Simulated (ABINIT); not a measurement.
# A GW chain in ABINIT: BaMg2Sb2 (P-3m1), part 2 of 3

Aim: the G0W0 gap of BaMg2Sb2 (P-3m1) on LDA, step by step.

ABINIT 10.8.3; LDA and many-body steps on it, plane waves. Known limits of the many-body steps: not at the basis limit; no spin-orbit coupling; coarse k mesh.

So far. Step 2 (Ground state): The gap is indirect, with the least direct gap 0.64 eV higher.

## Step 3: Bands along the symmetry lines

Level of this step: DFT, LDA, plane waves, norm-conserving pseudopotentials (ABINIT).

Levels along a band path, at the cheap level, show where the edges lie and whether the meshes to come will hold them.

The input, run.abi:

```
acell 3*1.0 Angstrom
rprim 
  4.770000000028 -0.000000000006 0.000000000000
  -2.385000000008 4.130941176079 0.000000000000
  0.000000000000 0.000000000000 8.100000000000
ntypat 3
znucl 56 12 51
natom 5
typat 1 2 2 3 3
xred 
  0.000000000000 0.000000000000 0.000000000000
  0.333333333333 0.666666666667 0.624700000000
  0.666666666667 0.333333333333 0.375300000000
  0.333333333333 0.666666666667 0.268000000000
  0.666666666667 0.333333333333 0.732000000000
pp_dirpath "pseudos"
pseudos "Ba.upf, Mg.upf, Sb.upf"
ecut 40
iscf -2
irdden 1
kptopt 0
nkpt 75
kpt 
  0.00000000 0.00000000 0.00000000
  0.06250000 0.00000000 0.00000000
  0.12500000 0.00000000 0.00000000
  0.18750000 0.00000000 0.00000000
  0.25000000 0.00000000 0.00000000
  0.31250000 0.00000000 0.00000000
  0.37500000 0.00000000 0.00000000
  0.43750000 0.00000000 0.00000000
  0.50000000 0.00000000 0.00000000
  0.47916667 0.04166667 0.00000000
  0.45833333 0.08333333 0.00000000
  0.43750000 0.12500000 0.00000000
  0.41666666 0.16666666 0.00000000
  0.39583333 0.20833333 0.00000000
  0.37500000 0.25000000 0.00000000
  0.35416666 0.29166666 0.00000000
  0.33333333 0.33333333 0.00000000
  0.29166666 0.29166666 0.00000000
  0.25000000 0.25000000 0.00000000
  0.20833333 0.20833333 0.00000000
  0.16666666 0.16666666 0.00000000
  0.12500000 0.12500000 0.00000000
  0.08333333 0.08333333 0.00000000
  0.04166667 0.04166667 0.00000000
  0.00000000 0.00000000 0.00000000
  0.00000000 0.00000000 0.06250000
  0.00000000 0.00000000 0.12500000
  0.00000000 0.00000000 0.18750000
  0.00000000 0.00000000 0.25000000
  0.00000000 0.00000000 0.31250000
  0.00000000 0.00000000 0.37500000
  0.00000000 0.00000000 0.43750000
  0.00000000 0.00000000 0.50000000
  0.06250000 0.00000000 0.50000000
  0.12500000 0.00000000 0.50000000
  0.18750000 0.00000000 0.50000000
  0.25000000 0.00000000 0.50000000
  0.31250000 0.00000000 0.50000000
  0.37500000 0.00000000 0.50000000
  0.43750000 0.00000000 0.50000000
  0.50000000 0.00000000 0.50000000
  0.47916667 0.04166667 0.50000000
  0.45833333 0.08333333 0.50000000
  0.43750000 0.12500000 0.50000000
  0.41666666 0.16666666 0.50000000
  0.39583333 0.20833333 0.50000000
  0.37500000 0.25000000 0.50000000
  0.35416666 0.29166666 0.50000000
  0.33333333 0.33333333 0.50000000
  0.29166666 0.29166666 0.50000000
  0.25000000 0.25000000 0.50000000
  0.20833333 0.20833333 0.50000000
  0.16666666 0.16666666 0.50000000
  0.12500000 0.12500000 0.50000000
  0.08333333 0.08333333 0.50000000
  0.04166667 0.04166667 0.50000000
  0.00000000 0.00000000 0.50000000
  0.50000000 0.00000000 0.50000000
  0.50000000 0.00000000 0.43750000
  0.50000000 0.00000000 0.37500000
  0.50000000 0.00000000 0.31250000
  0.50000000 0.00000000 0.25000000
  0.50000000 0.00000000 0.18750000
  0.50000000 0.00000000 0.12500000
  0.50000000 0.00000000 0.06250000
  0.50000000 0.00000000 0.00000000
  0.33333333 0.33333333 0.50000000
  0.33333333 0.33333333 0.43750000
  0.33333333 0.33333333 0.37500000
  0.33333333 0.33333333 0.31250000
  0.33333333 0.33333333 0.25000000
  0.33333333 0.33333333 0.18750000
  0.33333333 0.33333333 0.12500000
  0.33333333 0.33333333 0.06250000
  0.33333333 0.33333333 0.00000000
istwfk *1
nband 45
nbdbuf 2
tolwfr 1e-08
nstep 40
prtwf 0
prtvol 0
indata_prefix "in"
outdata_prefix "out"
tmpdata_prefix "tmp"
```

On the command line:

```console
OMP_NUM_THREADS=1 mpirun -n 4 abinit run.abi > log
```

Numbers of over 12 decimals in the logs are rounded to 6 here.

Log:

```text
.Version 10.8.3 of ABINIT. v10.8.2 released Aug 2026.

 Symmetries : space group P-3 m 1 (#164); Bravais hP (primitive hexag.)
[... echo of the input left out ...]
== DATASET  1 ==================================================================
-   mpi_nproc: 4, omp_nthreads: 1 (-1 if OMP is not activated)

--- !DatasetInfo
iteration_state: {dtset: 1, }
dimensions: {natom: 5, nkpt: 75, mband: 45, nsppol: 1, nspinor: 1, nspden: 1, mpw: 13062, }
cutoff_energies: {ecut:  40.0, pawecutdg:  -1.0, }
electrons: {nelect:   7.60000000E+01, charge:   0.00000000E+00, occopt:   1.00000000E+00, tsmear:   1.00000000E-02, }

 Real(R)+Recip(G) space primitive vectors, cartesian coordinates (Bohr,Bohr^-1):
 R(1)=  9.0139936  0.0000000  0.0000000  G(1)=  0.1109386  0.0640504  0.0000000
 R(2)= -4.5069968  7.8063475  0.0000000  G(2)=  0.0000000  0.1281009  0.0000000
 R(3)=  0.0000000  0.0000000 15.3067816  G(3)=  0.0000000  0.0000000  0.0653305
 Unit cell volume ucvol=  1.0770826E+03 bohr^3
 Angles (23,13,12)=  9.00000000E+01  9.00000000E+01  1.20000000E+02 degrees

 getcut: wavevector=  0.0000  0.0000  0.0000  ngfft=  54  54  90
         ecut(hartree)=     40.000   => boxcut(ratio)=   2.06521

--- Pseudopotential description ------------------------------------------------
- Ba Generated using ONCVPSP code by D. R. Hamann
- 56.00000  10.00000  180309                  znucl, zion, pspdat
12 -1012 2 -1 1912                            pspcod,pspxc,lmax,lloc,mmax
     nproj     2     2     2
  pspatm : epsatm=   25.95172157
         --- l  ekb(1:nproj) -->
             0    6.668455    0.685657
             1    5.046948    0.410312
             2    2.551809    0.419281
 pspatm: atomic psp has been read  and splines computed

- Mg Generated using ONCVPSP code by D. R. Hamann
- 12.00000  10.00000  180309                  znucl, zion, pspdat
12 -1012 1 -1 1510                            pspcod,pspxc,lmax,lloc,mmax
     nproj     2     2     0
  pspatm : epsatm=    9.23542517
         --- l  ekb(1:nproj) -->
[...]
pspatm: atomic psp has been read  and splines computed

- Sb Generated using ONCVPSP code by D. R. Hamann
- 51.00000  23.00000  180309                  znucl, zion, pspdat
12 -1012 2 -1 1416                            pspcod,pspxc,lmax,lloc,mmax
     nproj     2     2     2
  pspatm : epsatm=   28.31692806
         --- l  ekb(1:nproj) -->
[...]
pspatm: atomic psp has been read  and splines computed

--------------------------------------------------------------------------------

================================================================================
 prteigrs : about to open file out_EIG
 Non-SCF case, kpt    1 (  0.00000  0.00000  0.00000), residuals and eigenvalues=
  4.56E-09  3.67E-09  3.90E-09  5.59E-09  3.33E-09  9.67E-09  1.98E-09  2.62E-09
  2.80E-09  1.58E-09  9.75E-09  2.95E-09  4.70E-09  9.29E-09  1.72E-09  3.05E-09
[...]
Non-SCF case, kpt   75 (  0.33333  0.33333  0.00000), residuals and eigenvalues=
[...]
-1.2353E-01 -1.2353E-01  6.2111E-02  6.2111E-02  8.0232E-02  1.3389E-01
  1.3389E-01  1.3595E-01  2.7929E-01  2.9339E-01  2.9339E-01  3.0134E-01
[...]
--- !ResultsGS
iteration_state: {dtset: 1, }
comment   : Summary of ground state results
lattice_vectors:
- [  9.0139936,  -0.0000000,   0.0000000, ]
- [ -4.5069968,   7.8063475,   0.0000000, ]
- [  0.0000000,   0.0000000,  15.3067816, ]
lattice_lengths: [   9.01399,    9.01399,   15.30678, ]
lattice_angles: [ 90.000,  90.000, 120.000, ] # degrees, (23, 13, 12)
lattice_volume:   1.0770826E+03
convergence: {deltae:  0.000E+00, res2:  0.000E+00, residm:  9.999E-09, diffor:  0.000E+00, }
etotal    :  -6.52486106E+02
entropy   :   0.00000000E+00
fermie    :   1.82057405E-01
cartesian_stress_tensor: null
pressure_GPa: null
xred      :
- [  0.0000E+00,   0.0000E+00,   0.0000E+00, Ba]
- [  3.3333E-01,   6.6667E-01,   6.2470E-01, Mg]
- [  6.6667E-01,   3.3333E-01,   3.7530E-01, Mg]
- [  3.3333E-01,   6.6667E-01,   2.6800E-01, Sb]
- [  6.6667E-01,   3.3333E-01,   7.3200E-01, Sb]
cartesian_forces: null
force_length_stats: {min: null, max: null, mean: null, }

 Integrated electronic density in atomic spheres:
 ------------------------------------------------
 Atom  Sphere_radius  Integrated_density
[...]
================================================================================

 ----iterations are completed or convergence reached----

 Mean square residual over all n,k,spin=   46.512E-10; max=  99.986E-10
 reduced coordinates (array xred) for    5 atoms
[...]
0.333333333333      0.666666666667      0.268000000000
       0.666666666667      0.333333333333      0.732000000000

 cartesian coordinates (angstrom) at end:
    1      0.000000     0.000000     0.000000
    2      4e-12     2.753961     5.060070
    3      2.385000     1.376980     3.039930
    4      4e-12     2.753961     2.170800
    5      2.385000     1.376980     5.929200
 length scales=  1.889726125908  1.889726125908  1.889726125908 bohr
              =  1.000000000000  1.000000000000  1.000000000000 angstroms
 prteigrs : about to open file out_EIG
 Eigenvalues (hartree) for nkpt=  75  k points:
 kpt#   1, nband= 45, wtk=  1.00000, kpt=  0.0000  0.0000  0.0000 (reduced coord)
[...]
kpt#   2, nband= 45, wtk=  1.00000, kpt=  0.0625  0.0000  0.0000 (reduced coord)
[...]
kpt#   3, nband= 45, wtk=  1.00000, kpt=  0.1250  0.0000  0.0000 (reduced coord)
[...]
kpt#  74, nband= 45, wtk=  1.00000, kpt=  0.3333  0.3333  0.0625 (reduced coord)
[...]
0.28825    0.30690    0.30690    0.31636    0.39268
 kpt#  75, nband= 45, wtk=  1.00000, kpt=  0.3333  0.3333  0.0000 (reduced coord)
[...]
-0.83080   -0.83079   -0.83034   -0.29681   -0.29681   -0.29302   -0.12353   -0.12353
   0.06211    0.06211    0.08023    0.13389    0.13389    0.13595    0.27929    0.29339
   0.29339    0.30134    0.30134    0.31607    0.39663

== END DATASET(S) ==============================================================
================================================================================

 -outvars: echo values of variables after computation  --------
            nband          45
             nkpt          75
          spgroup         164
 [... the other variables as echoed above ...]

 Calculation completed.
```

It took 7.9 min on 4 MPI ranks of Intel Xeon Platinum 8259CL at 2.50GHz (Skylake/Cascade Lake), shared host; peak memory 1.1 GiB; 32 min of CPU time.

This step gave:

| Item | Value |
| --- | --- |
| gap | 0.7837 eV |
| k of the valence top | 0, 0, 0 |
| k of the conduction bottom | 0.5, 0, 0 |
| least direct gap | 1.421 eV |

The gap is 0.784 eV, as in the run before at this level.

The electronic bands at the labelled points (eV, zero at the top of the highest filled band):

```
    point  band 35  band 36  band 37  band 38  band 39  band 40  band 41  band 42
        Γ    -0.99    -0.04     0.00     0.00     1.42     1.46     2.08     2.64
  halfway    -1.78    -1.16    -0.70    -0.62     1.34     2.25     3.18     3.18
        M    -1.55    -1.55    -1.32    -1.04     0.78     2.69     3.00     3.80
  halfway    -2.13    -1.50    -1.37    -1.11     1.74     2.82     3.12     3.46
        K    -2.77    -1.31    -1.31    -1.25     2.65     3.03     3.03     3.25
  halfway    -2.12    -1.42    -1.10    -0.47     1.89     2.14     2.88     3.31
        Γ    -0.99    -0.04     0.00     0.00     1.42     1.46     2.08     2.64
  halfway    -0.88    -0.88    -0.21    -0.21     1.38     2.14     2.53     2.53
        A    -0.65    -0.65    -0.53    -0.53     1.35     2.29     2.43     2.43
  halfway    -1.26    -1.25    -1.04    -0.48     1.50     2.46     2.65     2.99
        L    -1.79    -1.64    -0.59    -0.55     1.01     1.71     2.50     2.94
  halfway    -2.00    -1.72    -1.25    -0.86     1.44     2.31     2.74     3.38
        H    -2.31    -1.98    -1.29    -1.29     2.04     2.04     3.59     3.67
  halfway    -1.42    -1.26    -1.07    -0.85     1.92     2.08     2.90     3.18
        A    -0.65    -0.65    -0.53    -0.53     1.35     2.29     2.43     2.43
jump to L    -1.79    -1.64    -0.59    -0.55     1.01     1.71     2.50     2.94
  halfway    -1.67    -1.53    -1.07    -0.75     0.88     2.27     2.66     3.34
        M    -1.55    -1.55    -1.32    -1.04     0.78     2.69     3.00     3.80
jump to H    -2.31    -1.98    -1.29    -1.29     2.04     2.04     3.59     3.67
  halfway    -2.62    -1.55    -1.30    -1.30     2.35     2.35     3.03     3.75
        K    -2.77    -1.31    -1.31    -1.25     2.65     3.03     3.03     3.25
```

## Step 4: Empty states on the mesh, 3×3×1 mesh, 157 bands

The sums over transitions need many empty states on a uniform mesh; this step solves for them.

The input, run.abi:

```
acell 3*1.0 Angstrom
rprim 
  4.770000000028 -0.000000000006 0.000000000000
  -2.385000000008 4.130941176079 0.000000000000
  0.000000000000 0.000000000000 8.100000000000
ntypat 3
znucl 56 12 51
natom 5
typat 1 2 2 3 3
xred 
  0.000000000000 0.000000000000 0.000000000000
  0.333333333333 0.666666666667 0.624700000000
  0.666666666667 0.333333333333 0.375300000000
  0.333333333333 0.666666666667 0.268000000000
  0.666666666667 0.333333333333 0.732000000000
pp_dirpath "pseudos"
pseudos "Ba.upf, Mg.upf, Sb.upf"
ecut 40
ngkpt 3 3 1
nshiftk 1
shiftk 0 0 0
kptopt 1
chksymbreak 0
iscf -2
irdden 1
istwfk *1
nband 157
nbdbuf 14
tolwfr 1e-09
nstep 60
prtvol 0
indata_prefix "in"
outdata_prefix "out"
tmpdata_prefix "tmp"
```

On the command line:

```console
OMP_NUM_THREADS=1 mpirun -n 3 abinit run.abi > log
```

Log:

```text
.Version 10.8.3 of ABINIT. v10.8.2 released Aug 2026.

 Symmetries : space group P-3 m 1 (#164); Bravais hP (primitive hexag.)
[... echo of the input left out ...]
== DATASET  1 ==================================================================
-   mpi_nproc: 3, omp_nthreads: 1 (-1 if OMP is not activated)

--- !DatasetInfo
iteration_state: {dtset: 1, }
dimensions: {natom: 5, nkpt: 3, mband: 157, nsppol: 1, nspinor: 1, nspden: 1, mpw: 13038, }
cutoff_energies: {ecut:  40.0, pawecutdg:  -1.0, }
electrons: {nelect:   7.60000000E+01, charge:   0.00000000E+00, occopt:   1.00000000E+00, tsmear:   1.00000000E-02, }

 Real(R)+Recip(G) space primitive vectors, cartesian coordinates (Bohr,Bohr^-1):
 R(1)=  9.0139936  0.0000000  0.0000000  G(1)=  0.1109386  0.0640504  0.0000000
 R(2)= -4.5069968  7.8063475  0.0000000  G(2)=  0.0000000  0.1281009  0.0000000
 R(3)=  0.0000000  0.0000000 15.3067816  G(3)=  0.0000000  0.0000000  0.0653305
 Unit cell volume ucvol=  1.0770826E+03 bohr^3
 Angles (23,13,12)=  9.00000000E+01  9.00000000E+01  1.20000000E+02 degrees

 getcut: wavevector=  0.0000  0.0000  0.0000  ngfft=  54  54  90
         ecut(hartree)=     40.000   => boxcut(ratio)=   2.06521

--- Pseudopotential description ------------------------------------------------
- Ba Generated using ONCVPSP code by D. R. Hamann
- 56.00000  10.00000  180309                  znucl, zion, pspdat
12 -1012 2 -1 1912                            pspcod,pspxc,lmax,lloc,mmax
     nproj     2     2     2
  pspatm : epsatm=   25.95172157
         --- l  ekb(1:nproj) -->
             0    6.668455    0.685657
             1    5.046948    0.410312
             2    2.551809    0.419281
 pspatm: atomic psp has been read  and splines computed

- Mg Generated using ONCVPSP code by D. R. Hamann
- 12.00000  10.00000  180309                  znucl, zion, pspdat
12 -1012 1 -1 1510                            pspcod,pspxc,lmax,lloc,mmax
     nproj     2     2     0
  pspatm : epsatm=    9.23542517
         --- l  ekb(1:nproj) -->
[...]
pspatm: atomic psp has been read  and splines computed

- Sb Generated using ONCVPSP code by D. R. Hamann
- 51.00000  23.00000  180309                  znucl, zion, pspdat
12 -1012 2 -1 1416                            pspcod,pspxc,lmax,lloc,mmax
     nproj     2     2     2
  pspatm : epsatm=   28.31692806
         --- l  ekb(1:nproj) -->
[...]
pspatm: atomic psp has been read  and splines computed

--------------------------------------------------------------------------------

================================================================================
 prteigrs : about to open file out_EIG
 Non-SCF case, kpt    1 (  0.00000  0.00000  0.00000), residuals and eigenvalues=
  6.82E-10  5.57E-10  2.83E-10  5.46E-10  2.06E-10  2.07E-10  1.72E-10  1.80E-10
  2.74E-10  3.02E-10  1.06E-10  1.51E-10  8.81E-10  8.86E-11  1.00E-10  6.63E-10
  5.87E-10  2.24E-10  7.77E-10  2.51E-10  9.30E-10  5.08E-11  2.19E-10  2.70E-10
[...]
4.98E-06  3.39E-06  1.36E-05  9.99E-05  8.09E-05
 -5.0544E+00 -5.0544E+00 -3.3312E+00 -3.3312E+00 -3.3312E+00 -3.3312E+00
 -3.3311E+00 -3.3311E+00 -2.5805E+00 -2.5805E+00 -1.3835E+00 -1.3834E+00
 -1.3834E+00 -1.3834E+00 -1.3832E+00 -1.3832E+00 -8.3776E-01 -8.3146E-01
[...]
1.5200E+00  1.5357E+00  1.5357E+00  1.5604E+00  1.5604E+00  1.5621E+00
  1.5650E+00  1.6031E+00  1.6031E+00  1.6206E+00  1.6488E+00  1.6489E+00
  1.6719E+00
 prteigrs : prtvol=0 or 1, do not print more k-points.

--- !ResultsGS
iteration_state: {dtset: 1, }
comment   : Summary of ground state results
lattice_vectors:
- [  9.0139936,  -0.0000000,   0.0000000, ]
- [ -4.5069968,   7.8063475,   0.0000000, ]
- [  0.0000000,   0.0000000,  15.3067816, ]
lattice_lengths: [   9.01399,    9.01399,   15.30678, ]
lattice_angles: [ 90.000,  90.000, 120.000, ] # degrees, (23, 13, 12)
lattice_volume:   1.0770826E+03
convergence: {deltae:  0.000E+00, res2:  0.000E+00, residm:  9.909E-10, diffor:  0.000E+00, }
etotal    :  -6.52486106E+02
entropy   :   0.00000000E+00
fermie    :   1.82057405E-01
cartesian_stress_tensor: null
pressure_GPa: null
xred      :
- [  0.0000E+00,   0.0000E+00,   0.0000E+00, Ba]
- [  3.3333E-01,   6.6667E-01,   6.2470E-01, Mg]
- [  6.6667E-01,   3.3333E-01,   3.7530E-01, Mg]
- [  3.3333E-01,   6.6667E-01,   2.6800E-01, Sb]
- [  6.6667E-01,   3.3333E-01,   7.3200E-01, Sb]
cartesian_forces: null
force_length_stats: {min: null, max: null, mean: null, }

 Integrated electronic density in atomic spheres:
 ------------------------------------------------
 Atom  Sphere_radius  Integrated_density
[...]
================================================================================

 ----iterations are completed or convergence reached----

 Mean square residual over all n,k,spin=   39.951E-11; max=  99.088E-11
 reduced coordinates (array xred) for    5 atoms
[...]
0.333333333333      0.666666666667      0.268000000000
       0.666666666667      0.333333333333      0.732000000000

 cartesian coordinates (angstrom) at end:
    1      0.000000     0.000000     0.000000
    2      4e-12     2.753961     5.060070
    3      2.385000     1.376980     3.039930
    4      4e-12     2.753961     2.170800
    5      2.385000     1.376980     5.929200
 length scales=  1.889726125908  1.889726125908  1.889726125908 bohr
              =  1.000000000000  1.000000000000  1.000000000000 angstroms
 prteigrs : about to open file out_EIG
 Eigenvalues (hartree) for nkpt=   3  k points:
 kpt#   1, nband=157, wtk=  0.11111, kpt=  0.0000  0.0000  0.0000 (reduced coord)
[...]
1.44296    1.44900    1.48382    1.50433    1.51371    1.51465    1.51465    1.52005
   1.52005    1.53570    1.53570    1.56039    1.56039    1.56209    1.56500    1.60311
   1.60311    1.62060    1.64876    1.64894    1.67194
 prteigrs : prtvol=0 or 1, do not print more k-points.

== END DATASET(S) ==============================================================
================================================================================

 -outvars: echo values of variables after computation  --------
            nband         157
             nkpt           3
          spgroup         164
 [... the other variables as echoed above ...]

 Calculation completed.
```

Elapsed: 2.5 min, on 3 MPI ranks; peak memory 0.46 GiB; 7.5 min of CPU time.

This step gave:

| Property | Result |
| --- | --- |
| gap | 1.039 eV |
| k of the valence top | 0, 0, 0 |
| k of the conduction bottom | 0.3333, 0, 0 |
| least direct gap | 1.421 eV |
| k points computed | 3 |
| lowest point of the top converged band, above the valence top | 36.26 eV |

On this mesh the gap is 1.039 eV. The earlier step found 0.784 eV, so this mesh misses an edge.

(Continued in part 3 of 3.)

[Paths, hosts, dates, memory and timing lines, banners, echoed tables and standing remarks are left out of the program output.]

[Logs are printed without paths, hosts, clocks, repeated set-up lines and the standing remarks that a program may print on its own settings, such as how far it seeks lower states.]

[Runs of the session that timed out or met a known fault of the program may be left out.]

[Hosts, paths, dates, database ids (printed as entryN), source tags and the programs' standing remarks are cut or masked in the printed files.]

[G0W0 gaps are taken among the corrected bands and points alone; a level outside them can change the order at an edge.]

[Where Ansatz stands beside ABINIT at settings called matched, ABINIT's density can come from a denser mesh and the files from another edition; pairs whose starting gaps differed by over 0.03 eV were left out, so agreement reads better than it is.]
